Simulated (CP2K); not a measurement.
The O K edge of trifluoromethyloxirane was computed by TDDFT (CP2K XAS_TDP, aug-cc-pVDZ, TDA) at these levels: PBE0, PBEh(45%) and PBEh(45%) + GW2X. The first three lines of O7 (bonded to 2 C) with a strength over 0.0015, energy in eV and strength:

```
run           first          second           third
  1  530.84 (0.043)  531.04 (0.041)  534.51 (0.010)
  2  522.93 (0.029)  523.05 (0.026)  525.63 (0.013)
  3  535.61 (0.042)  535.81 (0.040)  539.29 (0.010)
```

**Question.** Which run is which?

Run 1: PBEh(45%) (45 % exact exchange). Run 2: PBE0 (25 % exact exchange). Run 3: PBEh(45%) + GW2X (45 % exact exchange). Self-interaction lifts the core level, so the uncorrected lines rise with the share of exact exchange. The GW2X run keeps the spacings of its parent: 0.20 eV between the first two lines in run 3, 0.20 eV in run 1. Its shift is +4.77 eV, since the Kohn–Sham level at this share of exchange lies that far above the quasiparticle level.

[Banner, clock and machine lines of the logs are left out without a mark of their own.]

[Logs are printed without paths, hosts, clocks, repeated set-up lines and the standing remarks that a program may print on its own settings, such as how far it seeks lower states.]

[Hosts, paths, dates, database ids (printed as entryN), source tags and the programs' standing remarks are cut or masked in the printed files.]
